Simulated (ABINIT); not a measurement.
# Completion of the band sum in GW: CdH2O2 (P-3m1), part 2 of 2

Aim: few bands, with and without a completion of the sum over empty states, for CdH2O2 (P-3m1).

ABINIT 10.8.3; PBEsol and many-body steps on it, plane waves. Known limits of the many-body steps: not at the basis limit; d shell near the gap, gap tends to lie low; no spin-orbit coupling; coarse k mesh.

So far. Step 3 (Screening, 3×3×2 mesh, 54 bands, screening to 122.5 eV): Local fields lower ε∞ by 6 %. On a Γ-centred mesh this coarse the value itself is usually too large, while a short band sum pulls it down. Step 4 (54 bands): The gap on the mesh goes from 1.70 eV to 3.35 eV, a correction of +1.64 eV.

## (6) 25 bands

This step: G0W0 on PBEsol, plane waves, norm-conserving pseudopotentials.

run.abi reads:

```
acell 3*1.0 Angstrom
rprim 
  3.515525964753 0.000000000011 0.000000000000
  -1.757762982386 3.044534793135 0.000000000000
  0.000000000000 0.000000000000 4.642979290000
ntypat 3
znucl 48 1 8
natom 5
typat 1 2 2 3 3
xred 
  0.000000000000 0.000000000000 0.000000000000
  0.666666666667 0.333333333333 0.550960720000
  0.333333333333 0.666666666667 0.449039280000
  0.666666666667 0.333333333333 0.759372000000
  0.333333333333 0.666666666667 0.240628000000
pp_dirpath "pseudos"
pseudos "Cd.upf, H.upf, O.upf"
ecut 47
ngkpt 3 3 2
nshiftk 1
shiftk 0 0 0
kptopt 1
chksymbreak 0
istwfk *1
occopt 1
irdwfk 1
optdriver 4
nband 25
gwcalctyp 0
ecutsigx 47
symsigma 1
nkptgw 2
kptgw 
  0.0000000000 0.0000000000 0.5000000000
  0.0000000000 0.0000000000 0.0000000000
bdgw 
  16 19
  16 19
ecuteps 4.5
irdscr 1
ppmodel 1
indata_prefix "in"
outdata_prefix "out"
tmpdata_prefix "tmp"
```

Started as:

```bash
$ OMP_NUM_THREADS=1 mpirun -n 4 abinit run.abi > log
```

Numbers of over 12 decimals in the logs are rounded to 6 here.

Log:

```text
.Version 10.8.3 of ABINIT. v10.8.2 released Aug 2026.

 Symmetries : space group P-3 m 1 (#164); Bravais hP (primitive hexag.)
[... echo of the input left out ...]
== DATASET  1 ==================================================================
-   mpi_nproc: 4, omp_nthreads: 1 (-1 if OMP is not activated)

--- !DatasetInfo
iteration_state: {dtset: 1, }
dimensions: {natom: 5, nkpt: 6, mband: 25, nsppol: 1, nspinor: 1, nspden: 1, mpw: 5160, }
cutoff_energies: {ecut:  47.0, pawecutdg:  -1.0, }
electrons: {nelect:   3.40000000E+01, charge:   0.00000000E+00, occopt:   1.00000000E+00, tsmear:   1.00000000E-02, }

 SIGMA: Calculation of the GW corrections

 Based on a program developped by R.W. Godby, V. Olevano, G. Onida, and L. Reining.
 Incorporated in ABINIT by V. Olevano, G.-M. Rignanese, and M. Torrent.
.Using double precision arithmetic ; gwpc =  8

[... cell and pseudopotentials left out ...]
--------------------------------------------------------------------------------

 ==== K-mesh for the wavefunctions ====
 Number of points in the irreducible wedge :     6
[... list of points left out ...]
 Together with 12 symmetry operations and time-reversal symmetry
 yields    18 points in the full Brillouin Zone.

 ==== Q-mesh for screening function ====
 Number of points in the irreducible wedge :     6
[... list of points left out ...]
 Together with 12 symmetry operations and time-reversal symmetry
 yields    18 points in the full Brillouin Zone.

 vcoul_init : cutoff-mode = AUXILIARY_FUNCTION
 q-points for optical limit:   1
     1)      0.000010    0.000020    0.000030
 setmesh: FFT mesh size selected  =    36x   36x   60
          total number of points  =        77760

 Number of electrons calculated from density =   34.0000; Expected =   34.0000
[...]
number of omega for Sigma on real axis              0
 max omega for Sigma on real axis  [eV]           0.00
 zcut for avoiding poles [eV]                     0.10

 EPSILON^-1 parameters (SCR file):
 dimension of the eps^-1 matrix on file            159
 dimension of the eps^-1 matrix used               159
 number of plane-waves for wavefunctions          5133
 number of bands                                    25
 number of q-points in IBZ                           6
 number of frequencies                               2
 number of real frequencies                          1
 number of imag frequencies                          1

 matrix elements of self-energy operator (all in [eV])

 Perturbative Calculation

--- !SelfEnergy_ee
iteration_state: {dtset: 1, }
kpoint     : [   0.000,    0.000,    0.500, ]
spin       : 1
KS_gap     :    4.351
QP_gap     :    6.705
Delta_QP_KS:    2.353
data: !SigmaeeData |
     Band     E0 <VxcDFT>   SigX SigC(E0)      Z dSigC/dE  Sig(E)    E-E0       E
       16   3.042 -21.600 -27.187   4.950   0.770  -0.298 -22.091  -0.490   2.551
       17   3.042 -21.600 -27.187   4.950   0.770  -0.298 -22.091  -0.490   2.551
       18   7.393 -10.891  -6.212  -2.461   0.840  -0.190  -9.028   1.863   9.256
[...]
--- !SelfEnergy_ee
iteration_state: {dtset: 1, }
kpoint     : [   0.000,    0.000,    0.000, ]
spin       : 1
KS_gap     :    1.983
QP_gap     :    4.362
Delta_QP_KS:    2.379
data: !SigmaeeData |
     Band     E0 <VxcDFT>   SigX SigC(E0)      Z dSigC/dE  Sig(E)    E-E0       E
[...]
18   4.745 -12.230  -7.885  -2.165   0.839  -0.192 -10.402   1.828   6.574
       19   9.234  -9.581  -4.726  -2.504   0.852  -0.174  -7.578   2.003  11.237

== END DATASET(S) ==============================================================
================================================================================

 -outvars: echo values of variables after computation  --------
           etotal      0.0000000000E+00
            nband          25
             nkpt           6
          spgroup         164
 [... the other variables as echoed above ...]

 Calculation completed.
```

Elapsed: 3.5 s, on 4 MPI ranks of Arm Neoverse V1, shared host; peak memory 0.54 GiB; 14 s of CPU time.

This step gave:

* G0W0 gap on the points computed: 4.023 eV
* starting gap on the mesh: 1.704 eV
* k of the valence top: 0, 0, 0.5
* k of the conduction bottom: 0, 0, 0
* Z at the valence top: 0.77
* Z at the conduction bottom: 0.839
* least direct G0W0 gap on the computed points: 4.362 eV

Against G0W0 in ABINIT (3×3×2 mesh, 54 bands, screening to 122.5 eV, Godby-Needs plasmon pole), the gap moves by +0.676 eV.

## (7) Screening, 3×3×2 mesh, 25 bands, screening to 122.5 eV

This step: RPA screening on PBEsol, plane waves, norm-conserving pseudopotentials.

run.abi: that of step 6 with these lines changed.

```diff
@@ -26,17 +26,10 @@
 irdwfk 1
-optdriver 4
+optdriver 3
 nband 25
-gwcalctyp 0
-ecutsigx 47
-symsigma 1
-nkptgw 2
-kptgw 
-  0.0000000000 0.0000000000 0.5000000000
-  0.0000000000 0.0000000000 0.0000000000
-bdgw 
-  16 19
-  16 19
 ecuteps 4.5
-irdscr 1
-ppmodel 1
+inclvkb 2
+awtr 1
+symchi 1
+gwcomp 1
+gwencomp 1.5
 indata_prefix "in"
```

Log:

```text
.Version 10.8.3 of ABINIT. v10.8.2 released Aug 2026.

 Symmetries : space group P-3 m 1 (#164); Bravais hP (primitive hexag.)
[... echo of the input left out ...]
== DATASET  1 ==================================================================
-   mpi_nproc: 4, omp_nthreads: 1 (-1 if OMP is not activated)

--- !DatasetInfo
iteration_state: {dtset: 1, }
dimensions: {natom: 5, nkpt: 6, mband: 25, nsppol: 1, nspinor: 1, nspden: 1, mpw: 5160, }
cutoff_energies: {ecut:  47.0, pawecutdg:  -1.0, }
[...]
--------------------------------------------------------------------------------
[... chi0 elements left out ...]
 For q-point:  0.000010 0.000020 0.000030
  dielectric constant =   3.6862
  dielectric constant without local fields =   3.8215

  Average fulfillment of the sum rule on Im[epsilon] for q-point    1 :     94.93  [%]
[... wings left out ...]
  q-point number  2        q = ( 0.333333, 0.000000, 0.000000) [r.l.u.]
--------------------------------------------------------------------------------
[... chi0 elements left out ...]
  Average fulfillment of the sum rule on Im[epsilon] for q-point    2 :    106.57  [%]

 [... 4 further q-points ...]
```

The job ended after 8.3 s (4 MPI ranks; peak memory 0.58 GiB; 33 s of CPU time).

This step gave:

| Property | Result |
| --- | --- |
| ε∞ with local fields, on this mesh, along the program's q direction | 3.686 |
| the same without local fields | 3.821 |
| plasma frequency | 30.71 eV |
| plane waves in the screening matrix | 159 |

## (8) 25 bands, completed

This step: G0W0 on PBEsol, plane waves, norm-conserving pseudopotentials.

run.abi: that of step 7 with these lines changed.

```diff
@@ -26,8 +26,17 @@
 irdwfk 1
-optdriver 3
+optdriver 4
 nband 25
+gwcalctyp 0
+ecutsigx 47
+symsigma 1
+nkptgw 2
+kptgw 
+  0.0000000000 0.0000000000 0.5000000000
+  0.0000000000 0.0000000000 0.0000000000
+bdgw 
+  16 19
+  16 19
 ecuteps 4.5
-inclvkb 2
-awtr 1
-symchi 1
+irdscr 1
+ppmodel 1
 gwcomp 1
```

Log:

```text
.Version 10.8.3 of ABINIT. v10.8.2 released Aug 2026.

 Symmetries : space group P-3 m 1 (#164); Bravais hP (primitive hexag.)
[... echo of the input left out ...]
== DATASET  1 ==================================================================
-   mpi_nproc: 4, omp_nthreads: 1 (-1 if OMP is not activated)

--- !DatasetInfo
iteration_state: {dtset: 1, }
dimensions: {natom: 5, nkpt: 6, mband: 25, nsppol: 1, nspinor: 1, nspden: 1, mpw: 5160, }
cutoff_energies: {ecut:  47.0, pawecutdg:  -1.0, }
[...]
Band     E0 <VxcDFT>   SigX SigC(E0)      Z dSigC/dE  Sig(E)    E-E0       E
[...]
18   4.745 -12.230  -7.885  -3.371   0.847  -0.180 -11.405   0.825   5.571
       19   9.234  -9.581  -4.726  -3.693   0.862  -0.160  -8.579   1.002  10.237

== END DATASET(S) ==============================================================
================================================================================

 -outvars: echo values of variables after computation  --------
           etotal      0.0000000000E+00
            nband          25
             nkpt           6
          spgroup         164
 [... the other variables as echoed above ...]

 Calculation completed.
```

Run time: 3.6 s. Hardware: 4 MPI ranks; peak memory 0.54 GiB; 14 s of CPU time.

This step gave:

```yaml
g0w0_gap_on_the_points_computed: 3.835 eV
starting_gap_on_the_mesh: 1.704 eV
k_of_the_valence_top: 0, 0, 0.5
k_of_the_conduction_bottom: 0, 0, 0
least_direct_g0w0_gap_on_the_computed_points: 4.162 eV
```

Against G0W0 in ABINIT (3×3×2 mesh, 54 bands, screening to 122.5 eV, Godby-Needs plasmon pole), the gap moves by +0.488 eV.

## (9) Screening, 3×3×2 mesh, 30 bands, screening to 122.5 eV

This step: RPA screening on PBEsol, plane waves, norm-conserving pseudopotentials.

run.abi: that of step 8 with these lines changed.

```diff
@@ -26,19 +26,8 @@
 irdwfk 1
-optdriver 4
-nband 25
-gwcalctyp 0
-ecutsigx 47
-symsigma 1
-nkptgw 2
-kptgw 
-  0.0000000000 0.0000000000 0.5000000000
-  0.0000000000 0.0000000000 0.0000000000
-bdgw 
-  16 19
-  16 19
+optdriver 3
+nband 30
 ecuteps 4.5
-irdscr 1
-ppmodel 1
-gwcomp 1
-gwencomp 1.5
+inclvkb 2
+awtr 1
+symchi 1
 indata_prefix "in"
```

Log:

```text
.Version 10.8.3 of ABINIT. v10.8.2 released Aug 2026.

 Symmetries : space group P-3 m 1 (#164); Bravais hP (primitive hexag.)
[... echo of the input left out ...]
== DATASET  1 ==================================================================
-   mpi_nproc: 4, omp_nthreads: 1 (-1 if OMP is not activated)

--- !DatasetInfo
iteration_state: {dtset: 1, }
dimensions: {natom: 5, nkpt: 6, mband: 30, nsppol: 1, nspinor: 1, nspden: 1, mpw: 5160, }
cutoff_energies: {ecut:  47.0, pawecutdg:  -1.0, }
[...]
--------------------------------------------------------------------------------
[... chi0 elements left out ...]
 For q-point:  0.000010 0.000020 0.000030
  dielectric constant =   3.7653
  dielectric constant without local fields =   3.9460

  Average fulfillment of the sum rule on Im[epsilon] for q-point    1 :     15.16  [%]
[... wings left out ...]
  q-point number  2        q = ( 0.333333, 0.000000, 0.000000) [r.l.u.]
--------------------------------------------------------------------------------
[... chi0 elements left out ...]
  Average fulfillment of the sum rule on Im[epsilon] for q-point    2 :     21.40  [%]

 [... 4 further q-points ...]
```

Wall time 5.4 s (4 MPI ranks); peak memory 0.59 GiB; 21 s of CPU time.

Numbers from this step:

```yaml
eps_infinity_with_local_fields_on_this_mesh_along_the_program_s_q_direction: 3.765
the_same_without_local_fields: 3.946
plasma_frequency: 30.71 eV
plane_waves_in_the_screening_matrix: 159
```

## (10) 30 bands

This step: G0W0 on PBEsol, plane waves, norm-conserving pseudopotentials.

run.abi: that of step 9 with these lines changed.

```diff
@@ -26,8 +26,17 @@
 irdwfk 1
-optdriver 3
+optdriver 4
 nband 30
+gwcalctyp 0
+ecutsigx 47
+symsigma 1
+nkptgw 2
+kptgw 
+  0.0000000000 0.0000000000 0.5000000000
+  0.0000000000 0.0000000000 0.0000000000
+bdgw 
+  16 19
+  16 19
 ecuteps 4.5
-inclvkb 2
-awtr 1
-symchi 1
+irdscr 1
+ppmodel 1
 indata_prefix "in"
```

Log:

```text
.Version 10.8.3 of ABINIT. v10.8.2 released Aug 2026.

 Symmetries : space group P-3 m 1 (#164); Bravais hP (primitive hexag.)
[... echo of the input left out ...]
== DATASET  1 ==================================================================
-   mpi_nproc: 4, omp_nthreads: 1 (-1 if OMP is not activated)

--- !DatasetInfo
iteration_state: {dtset: 1, }
dimensions: {natom: 5, nkpt: 6, mband: 30, nsppol: 1, nspinor: 1, nspden: 1, mpw: 5160, }
cutoff_energies: {ecut:  47.0, pawecutdg:  -1.0, }
[...]
Band     E0 <VxcDFT>   SigX SigC(E0)      Z dSigC/dE  Sig(E)    E-E0       E
[...]
18   4.745 -12.230  -7.885  -2.429   0.841  -0.189 -10.619   1.611   6.357
       19   9.234  -9.581  -4.726  -2.834   0.852  -0.173  -7.858   1.723  10.957

== END DATASET(S) ==============================================================
================================================================================

 -outvars: echo values of variables after computation  --------
           etotal      0.0000000000E+00
            nband          30
             nkpt           6
          spgroup         164
 [... the other variables as echoed above ...]

 Calculation completed.
```

It took 3.6 s on 4 MPI ranks; peak memory 0.54 GiB; 14 s of CPU time.

This step gave:

- G0W0 gap on the points computed: 3.734 eV
- starting gap on the mesh: 1.704 eV
- k of the valence top: 0, 0, 0.5
- k of the conduction bottom: 0, 0, 0
- least direct G0W0 gap on the computed points: 4.077 eV

Against G0W0 in ABINIT (3×3×2 mesh, 54 bands, screening to 122.5 eV, Godby-Needs plasmon pole), the gap moves by +0.387 eV.

## (11) Screening, 3×3×2 mesh, 30 bands, screening to 122.5 eV

This step: RPA screening on PBEsol, plane waves, norm-conserving pseudopotentials.

run.abi: that of step 10 with these lines changed.

```diff
@@ -26,17 +26,10 @@
 irdwfk 1
-optdriver 4
+optdriver 3
 nband 30
-gwcalctyp 0
-ecutsigx 47
-symsigma 1
-nkptgw 2
-kptgw 
-  0.0000000000 0.0000000000 0.5000000000
-  0.0000000000 0.0000000000 0.0000000000
-bdgw 
-  16 19
-  16 19
 ecuteps 4.5
-irdscr 1
-ppmodel 1
+inclvkb 2
+awtr 1
+symchi 1
+gwcomp 1
+gwencomp 1.5
 indata_prefix "in"
```

Log:

```text
.Version 10.8.3 of ABINIT. v10.8.2 released Aug 2026.

 Symmetries : space group P-3 m 1 (#164); Bravais hP (primitive hexag.)
[... echo of the input left out ...]
== DATASET  1 ==================================================================
-   mpi_nproc: 4, omp_nthreads: 1 (-1 if OMP is not activated)

--- !DatasetInfo
iteration_state: {dtset: 1, }
dimensions: {natom: 5, nkpt: 6, mband: 30, nsppol: 1, nspinor: 1, nspden: 1, mpw: 5160, }
cutoff_energies: {ecut:  47.0, pawecutdg:  -1.0, }
[...]
--------------------------------------------------------------------------------
[... chi0 elements left out ...]
 For q-point:  0.000010 0.000020 0.000030
  dielectric constant =   3.7813
  dielectric constant without local fields =   3.9460

  Average fulfillment of the sum rule on Im[epsilon] for q-point    1 :     98.01  [%]
[... wings left out ...]
  q-point number  2        q = ( 0.333333, 0.000000, 0.000000) [r.l.u.]
--------------------------------------------------------------------------------
[... chi0 elements left out ...]
  Average fulfillment of the sum rule on Im[epsilon] for q-point    2 :    107.04  [%]

 [... 4 further q-points ...]
```

Wall time 9.1 s (4 MPI ranks); peak memory 0.58 GiB.

This step gave:

```
ε∞ with local fields, on this mesh, along the program's q direction : 3.781
the same without local fields                                       : 3.946
plasma frequency                                                    : 30.71 eV
plane waves in the screening matrix                                 : 159
```

## (12) 30 bands, completed

This step: G0W0 on PBEsol, plane waves, norm-conserving pseudopotentials.

run.abi: that of step 11 with these lines changed.

```diff
@@ -26,8 +26,17 @@
 irdwfk 1
-optdriver 3
+optdriver 4
 nband 30
+gwcalctyp 0
+ecutsigx 47
+symsigma 1
+nkptgw 2
+kptgw 
+  0.0000000000 0.0000000000 0.5000000000
+  0.0000000000 0.0000000000 0.0000000000
+bdgw 
+  16 19
+  16 19
 ecuteps 4.5
-inclvkb 2
-awtr 1
-symchi 1
+irdscr 1
+ppmodel 1
 gwcomp 1
```

Log:

```text
.Version 10.8.3 of ABINIT. v10.8.2 released Aug 2026.

 Symmetries : space group P-3 m 1 (#164); Bravais hP (primitive hexag.)
[... echo of the input left out ...]
== DATASET  1 ==================================================================
-   mpi_nproc: 4, omp_nthreads: 1 (-1 if OMP is not activated)

--- !DatasetInfo
iteration_state: {dtset: 1, }
dimensions: {natom: 5, nkpt: 6, mband: 30, nsppol: 1, nspinor: 1, nspden: 1, mpw: 5160, }
cutoff_energies: {ecut:  47.0, pawecutdg:  -1.0, }
[...]
Band     E0 <VxcDFT>   SigX SigC(E0)      Z dSigC/dE  Sig(E)    E-E0       E
[...]
18   4.745 -12.230  -7.885  -3.430   0.847  -0.181 -11.455   0.775   5.521
       19   9.234  -9.581  -4.726  -3.811   0.859  -0.164  -8.684   0.897  10.131

== END DATASET(S) ==============================================================
================================================================================

 -outvars: echo values of variables after computation  --------
           etotal      0.0000000000E+00
            nband          30
             nkpt           6
          spgroup         164
 [... the other variables as echoed above ...]

 Calculation completed.
```

Elapsed: 3.8 s, on 4 MPI ranks; peak memory 0.54 GiB.

This step gave:

```yaml
g0w0_gap_on_the_points_computed: 3.692 eV
starting_gap_on_the_mesh: 1.704 eV
k_of_the_valence_top: 0, 0, 0.5
k_of_the_conduction_bottom: 0, 0, 0
least_direct_g0w0_gap_on_the_computed_points: 4.02 eV
```

Against G0W0 in ABINIT (3×3×2 mesh, 54 bands, screening to 122.5 eV, Godby-Needs plasmon pole), the gap moves by +0.345 eV.

## (13) The runs together

Times are wall times on 4 MPI ranks of Arm Neoverse V1, shared host, good to a factor of about two. A run's time includes the screening step that it read.

```
                run   mesh  bands  screening cutoff (eV)  DFT gap (eV)  gap on the mesh (eV)  direct (eV)  ε∞ used   time
           54 bands  3×3×2     54                  122.5         1.704                 3.347        3.693     3.91   13 s
           25 bands  3×3×2     25                  122.5         1.704                 4.023        4.362     3.67  7.7 s
25 bands, completed  3×3×2     25                  122.5         1.704                 3.835        4.162     3.69   12 s
           30 bands  3×3×2     30                  122.5         1.704                 3.734        4.077     3.77  9.1 s
30 bands, completed  3×3×2     30                  122.5         1.704                 3.692        4.020     3.78   13 s
```

## (14) Outcome

```json
{
 "54 bands": "3.347 eV",
 "25 bands": "4.023 eV",
 "25 bands, completed": "3.835 eV",
 "30 bands": "3.734 eV",
 "30 bands, completed": "3.692 eV"
}
```

What this shows: 25 bands: +0.676 eV against 54 bands. 25 bands, completed: +0.488 eV against 54 bands. 30 bands: +0.387 eV against 54 bands. 30 bands, completed: +0.345 eV against 54 bands. The row with most bands is itself short of the limit, so it is no exact reference, and agreement of a truncated run with it can be a cancellation between the edges. In the first G0W0 run levels were corrected at 2 k points alone, so a gap called «on the mesh» is the least over those, and an edge elsewhere would be missed. The 3×3×2 mesh is coarse for this cell, which bears on the long-range parts of exchange and screening. A d shell, filled or nearly so, lies near the gap. One-shot GW converges very slowly in bands there, not always from below, and on a semilocal start the gap tends to come out low; starts rich in exact exchange can overshoot instead. The many-body steps are scalar-relativistic: spin-orbit coupling is not in them.

[Paths, hosts, dates, memory and timing lines, banners, echoed tables and standing remarks are left out of the program output.]

[Logs are printed without paths, hosts, clocks, repeated set-up lines and the standing remarks that a program may print on its own settings, such as how far it seeks lower states.]

[Runs of the session that timed out or met a known fault of the program may be left out.]

[No measured gap is set beside runs whose start may be inverted or whose files or cutoffs have a known fault.]

[Hosts, paths, dates, database ids (printed as entryN), source tags and the programs' standing remarks are cut or masked in the printed files.]

[G0W0 gaps are taken among the corrected bands and points alone; a level outside them can change the order at an edge.]

[Where Ansatz stands beside ABINIT at settings called matched, ABINIT's density can come from a denser mesh and the files from another edition; pairs whose starting gaps differed by over 0.03 eV were left out, so agreement reads better than it is.]
